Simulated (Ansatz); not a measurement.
## PtS2 (1T monolayer): the G0W0 gap against the k mesh

How dense a mesh does GW need for PtS2 (1T monolayer), and how does the time grow?

Main program and level: Ansatz 0.2.0; G0W0 on PBEsol, plane waves, PAW; PAW set soft_1.

This is a report of a sequence of runs, with most program output left out.

## Step 1: The starting structure

The cell holds 3 atoms: 1 Pt and 2 S. Its edges and angles: a = 3.538 Å, b = 3.538 Å, c = 28.100 Å, α = 90.0°, β = 90.0°, γ = 120.0°. Vacuum lies along c.

The structure was relaxed with PBEsol. The runs that relaxed it are not among those shown. Spin-orbit coupling is left out unless a step names it. The Coulomb interaction is cut off across the vacuum.

## Step 2: The 3×3×1 mesh

G0W0 replaces the xc potential by the self-energy, built once from these orbitals. Only a window of levels is corrected, while the sums run over the empty bands that the input names. This step takes PAW set soft_1 files.

The input, input.yaml:

```yaml
crystal:
  lattice:
    - [3.5379929514, 0.0, 0.0]
    - [-1.7689964757, 3.0639917743, 0.0]
    - [0.0, 0.0, 28.1]
  atoms:
    - { symbol: Pt, position: [0.0, 0.0, 0.5] }
    - { symbol: S, position: [0.3333333333, 0.6666666667, 0.5432342629] }
    - { symbol: S, position: [0.6666666667, 0.3333333333, 0.4567657371] }
  periodic: [true, true, false]
kpoints:
  mp_grid: { grid: [3, 3, 1] }
hamiltonian:
  xc: pbesol
  pseudopotentials: { kind: paw, azcp: { folder: soft_1 }, xc_functional: pbe }
scf:
  occupations: { method: fixed }
gw:
  n_empty_bands: 274
  ecut_chi: 54.0
  qp_bands: [v2, c2]
  qp_kpoints: band_edges
  screening: { model: contour_deformation }
```

Run with:

```console
> ansatz run input.yaml --threads 8 --pin off --max-ram 17510MiB --backend cpu --events-out ev --progress --plain --runs-dir out
```

The job ended after 5.2 s (8 threads of INTEL XEON PLATINUM 8581C at 2.10GHz (Emerald Rapids), shared host; peak memory 1.2 GiB; 29 s of CPU time).

This step gave:

```yaml
bands_summed: 289
plane_waves_in_the_screening_matrix: 273
q_points_in_the_mesh: 9
g0w0_gap_on_the_mesh: 3.616 eV
k_of_the_valence_top: 0, 0, 0
k_of_the_conduction_bottom: 0, 0.3333, 0
starting_gap_on_the_mesh: 2.464 eV
z_at_the_valence_top: 0.7399
z_at_the_conduction_bottom: 0.7441
least_direct_g0w0_gap_on_the_computed_points: 3.868 eV
```

The gap on the mesh goes from 2.46 eV to 3.62 eV, a correction of +1.15 eV. Between the two edge states, bare exchange in place of the xc potential would open the gap by 5.88 eV, and correlation takes back 4.73 eV.

## Step 3: The 6×6×1 mesh

A second mesh at equal bands and cutoff isolates the sampling error.

Edit input.yaml of step 2 so:

```diff
@@ -11,3 +11,3 @@
 kpoints:
-  mp_grid: { grid: [3, 3, 1] }
+  mp_grid: { grid: [6, 6, 1] }
 hamiltonian:
```

The job ended after 16 s (8 threads; peak memory 2.3 GiB; 1.8 min of CPU time).

Numbers from this step:

```yaml
bands_summed: 289
plane_waves_in_the_screening_matrix: 273
q_points_in_the_mesh: 36
g0w0_gap_on_the_mesh: 3.112 eV
k_of_the_valence_top: 0.1667, 0.1667, 0
k_of_the_conduction_bottom: 0, 0.1667, 0
starting_gap_on_the_mesh: 2.061 eV
z_at_the_valence_top: 0.7175
z_at_the_conduction_bottom: 0.7327
least_direct_g0w0_gap_on_the_computed_points: 3.136 eV
```

Against the run with 3×3×1 mesh, 274 empty bands, screening to 54 eV, PAW set soft_1 files, the gap moves by −0.50 eV, while the start moved by −0.40 eV. A band edge is found at another k point on this mesh.

## Step 4: The 9×9×1 mesh

Edit input.yaml of step 3 so:

```diff
@@ -11,3 +11,3 @@
 kpoints:
-  mp_grid: { grid: [6, 6, 1] }
+  mp_grid: { grid: [9, 9, 1] }
 hamiltonian:
```

Run time: 62 s. Hardware: 8 threads; peak memory 2.4 GiB; 6.5 min of CPU time.

This step gave:

- bands summed: 289
- plane waves in the screening matrix: 273
- G0W0 gap on the mesh: 2.839 eV
- k of the valence top: 0, 0.1111, 0
- k of the conduction bottom: 0, 0.2222, 0
- starting gap on the mesh: 1.821 eV
- least direct G0W0 gap on the computed points: 2.953 eV

Against the run with 6×6×1 mesh, 274 empty bands, screening to 54 eV, PAW set soft_1 files, the gap moves by −0.27 eV, while the start moved by −0.24 eV. A band edge is found at another k point on this mesh.

## Step 5: The meshes together

Times are wall times on 8 threads of INTEL XEON PLATINUM 8581C at 2.10GHz (Emerald Rapids), shared host, good to a factor of about two.

| mesh | points | irreducible | start (eV) | G0W0 (eV) | shift (eV) | mean of 1 + 4πα/V (set by the cell height) | time |
| --- | --- | --- | --- | --- | --- | --- | --- |
| 3×3×1 | 9 | 3 | 2.464 | 3.616 | +1.152 | 2.17 | 5.2 s |
| 6×6×1 | 36 | 7 | 2.061 | 3.112 | +1.051 | 2.73 | 16 s |
| 9×9×1 | 81 | 12 | 1.821 | 2.839 | +1.017 | 2.79 | 62 s |

## Step 6: Outcome

```json
{"3×3×1": "3.616 eV (shift +1.152)", "6×6×1": "3.112 eV (shift +1.051)", "9×9×1": "2.839 eV (shift +1.017)", "settings": "PBEsol start, 274 empty bands, 54 eV"}
```

**Reading.** The shift is +1.15 eV on 3×3×1 and +1.02 eV on 9×9×1. On 9×9×1 the edges lie at (0.000, 0.111, 0.000) and (0.000, 0.222, 0.000), on 6×6×1 at (0.167, 0.167, 0.000) and (0.000, 0.167, 0.000), so these two shifts belong to different pairs of states. The mean of 1 + 4πα/V (set by the cell height) ranges from 2.17 to 2.79 and ends at 2.79. The starting gap changes too, by 0.64 eV, since the meshes hold different points and converge the density differently. From 9 to 81 points the time grows 12-fold. Bands and cutoff are modest here, so the values stand off the basis limit. The mesh in the plane is coarse for a sheet; gap and any exciton binding can still move on denser ones. The runs have no spin polarisation. For a closed low-spin shell that is the natural state; where a d or f shell is open it is a constraint, and the gap is then not the crystal's own. With d states at the gap, one-shot GW leans hard on its start. The many-body steps are scalar-relativistic: spin-orbit coupling is not in them.

[Paths, hosts, dates, memory and timing lines, banners, echoed tables and standing remarks are left out of the program output.]

[Logs are printed without paths, hosts, clocks, repeated set-up lines and the standing remarks that a program may print on its own settings, such as how far it seeks lower states.]

[Runs of the session that timed out or met a known fault of the program may be left out.]

[Cells called generated may have been cut or substituted from an entry of the Crystallography Open Database or the Materials Project.]

[Hosts, paths, dates, database ids (printed as entryN), source tags and the programs' standing remarks are cut or masked in the printed files.]
